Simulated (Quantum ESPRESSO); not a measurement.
## YSi2Ir2: parallel and opposed starts

Wanted: the moments of YSi2Ir2 and the energy of each order that was tried.

Method: PBEsol; plane waves with GBRV 1.5 PBEsol potentials, no spin-orbit coupling, in Quantum ESPRESSO 7.5.

The database entry behind the starting cell differs from later determinations by our own check (c about 0.9 % long), so it need not match the best structure at ambient conditions.

### 1. The structure

Symmetry: I4/mmm, No. 139, tetragonal system. Conventional cell: a = 4.050 Å, b = 4.050 Å, c = 9.905 Å, α = 90.00°, β = 90.00°, γ = 90.00°. Nearest to Y lie 10 Si at 3.12 to 3.71 Å and 8 Ir at 3.20 Å. Nearest to Si lie 4 Ir at 2.37 Å and 1 Si at 2.48 Å and 5 Y at 3.12 to 3.71 Å. Ir has 4 Si at 2.37 Å and 4 Ir at 2.86 Å and 4 Y at 3.20 Å nearest. Farther neighbours are not listed.

The cell comes from the Crystallography Open Database.

### 2. Start 1: ferro ++

The signs are those of the starting moments on the seeded atoms, the atoms that are given a moment.

pw.in reads:

```
&CONTROL
  calculation = 'scf'
  prefix = 'pwscf'
  outdir = './tmp'
  pseudo_dir = './pseudo'
  disk_io = 'nowf'
/
&SYSTEM
  ibrav = 0
  celldm(1) = 8
  nat = 5
  ntyp = 3
  ecutwfc = 40
  ecutrho = 280
  nbnd = 35
  occupations = 'smearing'
  smearing = 'fd'
  degauss = 0.00734986
  nspin = 2
  starting_magnetization(1) = 0
  starting_magnetization(2) = 0
  starting_magnetization(3) = 0.0667
/
&ELECTRONS
  conv_thr = 1d-08
  electron_maxstep = 150
  mixing_beta = 0.3
/
ATOMIC_SPECIES
Y      88.9058 y_pbesol_v1.4.uspp.F.UPF
Si     28.0850 si_pbesol_v1.uspp.F.UPF
Ir    192.2170 ir_pbesol_v1.2.uspp.F.UPF
CELL_PARAMETERS alat
  -0.4783369252959    0.4783369252959    1.1698585790261
   0.4783369252959   -0.4783369252959    1.1698585790261
   0.4783369252959    0.4783369252959   -1.1698585790261
ATOMIC_POSITIONS crystal
Y       0.0000000000    0.0000000000    0.0000000000
Si      0.3750000000    0.3750000000    0.0000000000
Si      0.6250000000    0.6250000000    0.0000000000
Ir      0.7500000000    0.2500000000    0.5000000000
Ir      0.2500000000    0.7500000000    0.5000000000
K_POINTS automatic
10 10 10 0 0 0
```

On the command line:

```sh
$ OMP_NUM_THREADS=1 mpirun -n 4 pw.x -nk 4 -in pw.in > pw.out
```

Output:

```text
Program PWSCF v.7.5 starts

     Message from routine setup:
     using ibrav=0 with symmetry is DISCOURAGED, use correct ibrav instead

     K-points division:     npool     =       4
     Subspace diagonalization in iterative solution of the eigenvalue problem:

     G-vector sticks info
     --------------------
     sticks:   dense  smooth     PW     G-vecs:    dense   smooth      PW
     Sum        2245    1285    451                43425    18809    3903

     Using Slab Decomposition

     bravais-lattice index     =            0
     lattice parameter (alat)  =       8.0000  a.u.
     unit-cell volume          =     548.1900 (a.u.)^3
     number of atoms/cell      =            5
     number of atomic types    =            3
     number of electrons       =        49.00
     number of Kohn-Sham states=           35
     kinetic-energy cutoff     =      40.0000  Ry
     charge density cutoff     =     280.0000  Ry
     scf convergence threshold =      1.0E-08
     mixing beta               =       0.3000
     number of iterations used =            8  plain     mixing
     Exchange-correlation= SLA  PW   PSX  PSC
                           (   1   4  10   8   0   0   0)

     celldm(1)=   8.000000  celldm(2)=   0.000000  celldm(3)=   0.000000
     celldm(4)=   0.000000  celldm(5)=   0.000000  celldm(6)=   0.000000

     crystal axes: (cart. coord. in units of alat)
               a(1) = (  -0.478337   0.478337   1.169859 )
               a(2) = (   0.478337  -0.478337   1.169859 )
               a(3) = (   0.478337   0.478337  -1.169859 )

     reciprocal axes: (cart. coord. in units 2 pi/alat)
               b(1) = ( -0.000000  1.045288  0.427402 )
               b(2) = (  1.045288 -0.000000  0.427402 )
               b(3) = (  1.045288  1.045288  0.000000 )

     PseudoPot. # 1 for Y  read from file:
     y_pbesol_v1.4.uspp.F.UPF
     Pseudo is Ultrasoft + core correction, Zval = 11.0
     Generated by new atomic code, or converted to UPF format
     Using radial grid of  885 points,  6 beta functions with:
                l(1) =   0
                l(2) =   0
                l(3) =   1
                l(4) =   1
                l(5) =   2
                l(6) =   2
     Q(r) pseudized with  8 coefficients,  rinner =    1.200   1.200   1.200
                                                       1.200   1.200

     PseudoPot. # 2 for Si read from file:
     si_pbesol_v1.uspp.F.UPF
     Pseudo is Ultrasoft + core correction, Zval =  4.0
     Generated by new atomic code, or converted to UPF format
     Using radial grid of  899 points,  6 beta functions with:
                l(1) =   0
                l(2) =   0
                l(3) =   1
                l(4) =   1
                l(5) =   2
                l(6) =   2
     Q(r) pseudized with  8 coefficients,  rinner =    0.900   0.900   0.900
                                                       0.900   0.900

     PseudoPot. # 3 for Ir read from file:
     ir_pbesol_v1.2.uspp.F.UPF
     Pseudo is Ultrasoft + core correction, Zval = 15.0
     Generated by new atomic code, or converted to UPF format
     Using radial grid of  983 points,  7 beta functions with:
                l(1) =   0
                l(2) =   0
                l(3) =   1
                l(4) =   1
                l(5) =   1
                l(6) =   2
                l(7) =   2
     Q(r) pseudized with  8 coefficients,  rinner =    1.400   1.400   1.400
                                                       1.400   1.400

     atomic species   valence    mass     pseudopotential
     Y                11.00    88.90580     Y ( 1.00)
     Si                4.00    28.08500     Si( 1.00)
     Ir               15.00   192.21700     Ir( 1.00)

     Starting magnetic structure
     atomic species   magnetization
     Y               0.000
     Si              0.000
     Ir              0.067

     16 Sym. Ops., with inversion, found

   Cartesian axes

     site n.     atom                  positions (alat units)
         1        Y      tau(   1) = (   0.0000000   0.0000000   0.0000000  )
         2        Si     tau(   2) = (   0.0000000   0.0000000   0.8773939  )
         3        Si     tau(   3) = (   0.0000000   0.0000000   1.4623232  )
         4        Ir     tau(   4) = (   0.0000000   0.4783369   0.5849293  )
         5        Ir     tau(   5) = (   0.4783369   0.0000000   0.5849293  )

     number of k points=   102  Fermi-Dirac smearing, width (Ry)=  0.0073

     Number of k-points >= 100: set verbosity='high' to print them.

     Dense  grid:    43425 G-vectors     FFT dimensions: (  60,  60,  60)

     Smooth grid:    18809 G-vectors     FFT dimensions: (  45,  45,  45)

     Generating pointlists ...
     new r_m :   0.3040 (alat units)  2.4321 (a.u.) for type    1
     new r_m :   0.2313 (alat units)  1.8502 (a.u.) for type    2
     new r_m :   0.2313 (alat units)  1.8502 (a.u.) for type    3

     Initial potential from superposition of free atoms

     starting charge      47.9945, renormalised to      49.0000

     negative rho (up, down):  3.863E-01 3.376E-01
     Starting wfcs are   45 randomized atomic wfcs

     Self-consistent Calculation

     iteration #  1     ecut=    40.00 Ry     beta= 0.30
     Davidson diagonalization with overlap
     ethr =  1.00E-02,  avg # of iterations =  3.5

     negative rho (up, down):  3.500E-01 3.116E-01

     total energy              =    -474.76679031 Ry
     estimated scf accuracy    <       3.37389447 Ry

     total magnetization       =     0.41 Bohr mag/cell
     absolute magnetization    =     0.59 Bohr mag/cell

     iteration #  2     ecut=    40.00 Ry     beta= 0.30
     Davidson diagonalization with overlap
     ethr =  6.89E-03,  avg # of iterations =  2.0

     negative rho (up, down):  3.467E-01 3.133E-01

     total energy              =    -475.42023476 Ry
     estimated scf accuracy    <       0.74156954 Ry

     total magnetization       =     0.39 Bohr mag/cell
     absolute magnetization    =     0.49 Bohr mag/cell

     iteration #  3     ecut=    40.00 Ry     beta= 0.30
     Davidson diagonalization with overlap
     ethr =  1.51E-03,  avg # of iterations =  1.2

     negative rho (up, down):  3.293E-01 3.093E-01

     total energy              =    -475.49891941 Ry
     estimated scf accuracy    <       0.07603727 Ry

     total magnetization       =     0.12 Bohr mag/cell
     absolute magnetization    =     0.29 Bohr mag/cell

     [... further iterations left out ...]

     iteration # 10     ecut=    40.00 Ry     beta= 0.30
     Davidson diagonalization with overlap
     ethr =  3.76E-09,  avg # of iterations =  4.4

     negative rho (up, down):  3.153E-01 3.152E-01

     total energy              =    -475.51326871 Ry
     estimated scf accuracy    <       0.00000029 Ry

     total magnetization       =     0.00 Bohr mag/cell
     absolute magnetization    =     0.00 Bohr mag/cell

     iteration # 11     ecut=    40.00 Ry     beta= 0.30
     Davidson diagonalization with overlap
     ethr =  5.85E-10,  avg # of iterations =  2.5

     negative rho (up, down):  3.153E-01 3.153E-01

     total energy              =    -475.51326885 Ry
     estimated scf accuracy    <       0.00000002 Ry

     total magnetization       =     0.00 Bohr mag/cell
     absolute magnetization    =     0.00 Bohr mag/cell

     iteration # 12     ecut=    40.00 Ry     beta= 0.30
     Davidson diagonalization with overlap
     ethr =  4.30E-11,  avg # of iterations =  3.7

     negative rho (up, down):  3.153E-01 3.153E-01

     total energy              =    -475.51326888 Ry
     estimated scf accuracy    <       0.00000001 Ry

     total magnetization       =     0.00 Bohr mag/cell
     absolute magnetization    =     0.00 Bohr mag/cell

     iteration # 13     ecut=    40.00 Ry     beta= 0.30
     Davidson diagonalization with overlap
     ethr =  2.64E-11,  avg # of iterations =  2.1

     negative rho (up, down):  3.153E-01 3.153E-01

     Magnetic moment per site  (integrated on atomic sphere of radius R)
     atom   1 (R=0.304)  charge=  8.9676  magn=  0.0000
     atom   2 (R=0.231)  charge=  1.9742  magn= -0.0000
     atom   3 (R=0.231)  charge=  1.9742  magn= -0.0000
     atom   4 (R=0.231)  charge= 11.6329  magn=  0.0000
     atom   5 (R=0.231)  charge= 11.6329  magn=  0.0000

     End of self-consistent calculation

     Number of k-points >= 100: set verbosity='high' to print the bands.

     the Fermi energy is    16.2733 ev

!    total energy              =    -475.51326890 Ry
     estimated scf accuracy    <          1.4E-10 Ry
     smearing contrib. (-TS)   =      -0.00390249 Ry
     internal energy E=F+TS    =    -475.50936641 Ry

     The total energy is F=E-TS. E is the sum of the following terms:
     one-electron contribution =    -104.68884981 Ry
     hartree contribution      =      83.35028087 Ry
     xc contribution           =    -136.64595032 Ry
     ewald contribution        =    -317.52484715 Ry

     total magnetization       =     0.00 Bohr mag/cell
     absolute magnetization    =     0.00 Bohr mag/cell

     convergence has been achieved in  13 iterations

=------------------------------------------------------------------------------=
   JOB DONE.
=------------------------------------------------------------------------------=
```

The job ended after 62 s (4 MPI ranks of AMD EPYC 9R45, shared host; peak memory 0.89 GiB).

The spin moment in the atom's sphere vanishes on all atoms.

Numbers from this step:

| Item | Value |
| --- | --- |
| smearing term TS | 0.05310 eV |
| magnetization | 0 μB |
| absolute magnetization | 0 μB |
| final state | non-magnetic |

### 3. Run 2, typed as antiferro q=(0,0,1/2) +−−+

The cell is doubled to 10 atoms to hold this order. The wavevector q is in fractions of the reciprocal vectors of the crystal's primitive cell, as the cells of these inputs are built from it; moments change sign between cells as cos(2π q·R).

pw.in reads:

```
&CONTROL
  calculation = 'scf'
  prefix = 'pwscf'
  outdir = './tmp'
  pseudo_dir = './pseudo'
  disk_io = 'nowf'
/
&SYSTEM
  ibrav = 0
  celldm(1) = 8
  nat = 10
  ntyp = 4
  ecutwfc = 40
  ecutrho = 280
  nbnd = 63
  occupations = 'smearing'
  smearing = 'fd'
  degauss = 0.00734986
  nspin = 2
  starting_magnetization(1) = 0
  starting_magnetization(2) = 0
  starting_magnetization(3) = 0.0667
  starting_magnetization(4) = -0.0667
/
&ELECTRONS
  conv_thr = 2d-08
  electron_maxstep = 150
  mixing_beta = 0.3
/
ATOMIC_SPECIES
Y      88.9058 y_pbesol_v1.4.uspp.F.UPF
Si     28.0850 si_pbesol_v1.uspp.F.UPF
Ir1   192.2170 ir_pbesol_v1.2.uspp.F.UPF
Ir2   192.2170 ir_pbesol_v1.2.uspp.F.UPF
CELL_PARAMETERS alat
  -0.4783369252959    0.4783369252959    1.1698585790261
   0.4783369252959   -0.4783369252959    1.1698585790261
   0.9566738505918    0.9566738505918   -2.3397171580523
ATOMIC_POSITIONS crystal
Y       0.0000000000    0.0000000000    0.0000000000
Y       0.0000000000    0.0000000000    0.5000000000
Si      0.3750000000    0.3750000000    0.0000000000
Si      0.3750000000    0.3750000000    0.5000000000
Si      0.6250000000    0.6250000000    0.0000000000
Si      0.6250000000    0.6250000000    0.5000000000
Ir1     0.7500000000    0.2500000000    0.2500000000
Ir2     0.7500000000    0.2500000000    0.7500000000
Ir2     0.2500000000    0.7500000000    0.2500000000
Ir1     0.2500000000    0.7500000000    0.7500000000
K_POINTS automatic
10 10 5 0 0 0
```

Output:

```text
[banner, memory and clock lines left out]
Program PWSCF v.7.5 starts

     Message from routine setup:
     using ibrav=0 with symmetry is DISCOURAGED, use correct ibrav instead

     bravais-lattice index     =            0
     lattice parameter (alat)  =       8.0000  a.u.
     unit-cell volume          =    1096.3801 (a.u.)^3
     number of atoms/cell      =           10
     number of atomic types    =            4
     number of electrons       =        98.00
     number of Kohn-Sham states=           63
     kinetic-energy cutoff     =      40.0000  Ry
     charge density cutoff     =     280.0000  Ry
     scf convergence threshold =      2.0E-08
     mixing beta               =       0.3000
     number of iterations used =            8  plain     mixing
     Exchange-correlation= SLA  PW   PSX  PSC
                           (   1   4  10   8   0   0   0)

     celldm(1)=   8.000000  celldm(2)=   0.000000  celldm(3)=   0.000000
     celldm(4)=   0.000000  celldm(5)=   0.000000  celldm(6)=   0.000000

     crystal axes: (cart. coord. in units of alat)
               a(1) = (  -0.478337   0.478337   1.169859 )
               a(2) = (   0.478337  -0.478337   1.169859 )
               a(3) = (   0.956674   0.956674  -2.339717 )

     reciprocal axes: (cart. coord. in units 2 pi/alat)
               b(1) = (  0.000000  1.045288  0.427402 )
               b(2) = (  1.045288  0.000000  0.427402 )
               b(3) = (  0.522644  0.522644  0.000000 )

     PseudoPot. # 1 for Y  read from file:
     y_pbesol_v1.4.uspp.F.UPF
     Pseudo is Ultrasoft + core correction, Zval = 11.0

     PseudoPot. # 2 for Si read from file:
     si_pbesol_v1.uspp.F.UPF
     Pseudo is Ultrasoft + core correction, Zval =  4.0

     PseudoPot. # 3 for Ir read from file:
     ir_pbesol_v1.2.uspp.F.UPF
     Pseudo is Ultrasoft + core correction, Zval = 15.0

     PseudoPot. # 4 for Ir read from file:
     ir_pbesol_v1.2.uspp.F.UPF
     Pseudo is Ultrasoft + core correction, Zval = 15.0

     atomic species   valence    mass     pseudopotential
     Y                11.00    88.90580     Y ( 1.00)
     Si                4.00    28.08500     Si( 1.00)
     Ir1              15.00   192.21700     Ir( 1.00)
     Ir2              15.00   192.21700     Ir( 1.00)

     Starting magnetic structure
     atomic species   magnetization
     Y               0.000
     Si              0.000
     Ir1             0.067
     Ir2            -0.067

      8 Sym. Ops., with inversion, found ( 4 have fractional translation)

   Cartesian axes

     site n.     atom                  positions (alat units)
         1        Y      tau(   1) = (   0.0000000   0.0000000   0.0000000  )
         2        Y      tau(   2) = (   0.4783369   0.4783369  -1.1698586  )
         3        Si     tau(   3) = (   0.0000000   0.0000000   0.8773939  )
         4        Si     tau(   4) = (   0.4783369   0.4783369  -0.2924646  )
         5        Si     tau(   5) = (   0.0000000   0.0000000   1.4623232  )
         6        Si     tau(   6) = (   0.4783369   0.4783369   0.2924646  )
         7        Ir1    tau(   7) = (   0.0000000   0.4783369   0.5849293  )
         8        Ir2    tau(   8) = (   0.4783369   0.9566739  -0.5849293  )
         9        Ir2    tau(   9) = (   0.4783369   0.0000000   0.5849293  )
        10        Ir1    tau(  10) = (   0.9566739   0.4783369  -0.5849293  )

     number of k points=    93  Fermi-Dirac smearing, width (Ry)=  0.0073
                       cart. coord. in units 2pi/alat
        k(    1) = (   0.0000000   0.0000000   0.0000000), wk =   0.0020000
        k(    2) = (   0.1045288   0.1045288   0.0000000), wk =   0.0040000
        k(    3) = (   0.2090577   0.2090577   0.0000000), wk =   0.0040000
        k(    4) = (   0.1045288   0.0000000   0.0427402), wk =   0.0160000
        k(    5) = (   0.2090577   0.1045288   0.0427402), wk =   0.0160000
        [... 88 further k-points ...]

     Dense  grid:    86777 G-vectors     FFT dimensions: (  60,  60, 120)

     Smooth grid:    37595 G-vectors     FFT dimensions: (  45,  45,  90)

     Generating pointlists ...
     new r_m :   0.3040 (alat units)  2.4321 (a.u.) for type    1
     new r_m :   0.2313 (alat units)  1.8502 (a.u.) for type    2
     new r_m :   0.2313 (alat units)  1.8502 (a.u.) for type    3
     new r_m :   0.2313 (alat units)  1.8502 (a.u.) for type    4

     Initial potential from superposition of free atoms

     starting charge      95.9890, renormalised to      98.0000

     negative rho (up, down):  7.239E-01 7.239E-01
     Starting wfcs are   90 randomized atomic wfcs

     Self-consistent Calculation

     iteration #  1     ecut=    40.00 Ry     beta= 0.30
     Davidson diagonalization with overlap
     ethr =  1.00E-02,  avg # of iterations =  2.5

     negative rho (up, down):  6.624E-01 6.624E-01

     total energy              =    -949.61289368 Ry
     estimated scf accuracy    <       6.55132687 Ry

     total magnetization       =     0.00 Bohr mag/cell
     absolute magnetization    =     1.18 Bohr mag/cell

     iteration #  2     ecut=    40.00 Ry     beta= 0.30
     Davidson diagonalization with overlap
     ethr =  6.69E-03,  avg # of iterations =  2.0

     negative rho (up, down):  6.586E-01 6.586E-01

     total energy              =    -950.89015718 Ry
     estimated scf accuracy    <       1.19351271 Ry

     total magnetization       =     0.00 Bohr mag/cell
     absolute magnetization    =     0.94 Bohr mag/cell

     [... further iterations left out ...]

     iteration # 13     ecut=    40.00 Ry     beta= 0.30
     Davidson diagonalization with overlap
     ethr =  8.32E-11,  avg # of iterations =  4.2

     negative rho (up, down):  6.305E-01 6.305E-01

     total energy              =    -951.02653778 Ry
     estimated scf accuracy    <       0.00000006 Ry

     total magnetization       =     0.00 Bohr mag/cell
     absolute magnetization    =     0.00 Bohr mag/cell

     iteration # 14     ecut=    40.00 Ry     beta= 0.30
     Davidson diagonalization with overlap
     ethr =  6.13E-11,  avg # of iterations =  2.3

     negative rho (up, down):  6.305E-01 6.305E-01

     Magnetic moment per site  (integrated on atomic sphere of radius R)
     atom   1 (R=0.304)  charge=  8.9676  magn=  0.0000
     atom   2 (R=0.304)  charge=  8.9676  magn=  0.0000
     atom   3 (R=0.231)  charge=  1.9742  magn= -0.0000
     atom   4 (R=0.231)  charge=  1.9742  magn= -0.0000
     atom   5 (R=0.231)  charge=  1.9742  magn= -0.0000
     atom   6 (R=0.231)  charge=  1.9742  magn= -0.0000
     atom   7 (R=0.231)  charge= 11.6329  magn=  0.0000
     atom   8 (R=0.231)  charge= 11.6329  magn= -0.0000
     atom   9 (R=0.231)  charge= 11.6329  magn= -0.0000
     atom  10 (R=0.231)  charge= 11.6329  magn=  0.0000

     End of self-consistent calculation

     Number of k-points >= 100: set verbosity='high' to print the bands.

     the Fermi energy is    16.2733 ev

!    total energy              =    -951.02653780 Ry
     estimated scf accuracy    <          6.1E-09 Ry
     smearing contrib. (-TS)   =      -0.00780512 Ry
     internal energy E=F+TS    =    -951.01873268 Ry

     The total energy is F=E-TS. E is the sum of the following terms:
     one-electron contribution =    -209.37694652 Ry
     hartree contribution      =     166.69975252 Ry
     xc contribution           =    -273.29184438 Ry
     ewald contribution        =    -635.04969430 Ry

     total magnetization       =     0.00 Bohr mag/cell
     absolute magnetization    =     0.00 Bohr mag/cell

     convergence has been achieved in  14 iterations
```

The job ended after 4.6 min (4 MPI ranks; peak memory 1.8 GiB).

The spin moment in the atom's sphere vanishes on all atoms.

Numbers from this step:

```yaml
smearing_term_ts: 0.1062 eV
magnetization: 0 μB
absolute_magnetization: 0 μB
final_state: non-magnetic
```

(Continued in part 2 of 2.)

[Logs and program files are shortened in this print: banners, set-up blocks, solver, clock and traceback lines can be left out without a mark of their own.]

[Logs are printed without paths, hosts, clocks, repeated set-up lines and the standing remarks that a program may print on its own settings, such as how far it seeks lower states.]

[Hosts, paths, dates, database ids (printed as entryN), source tags and the programs' standing remarks are cut or masked in the printed files.]

[Where a cell is said to come from a database of computed structures, the database is the Materials Project.]
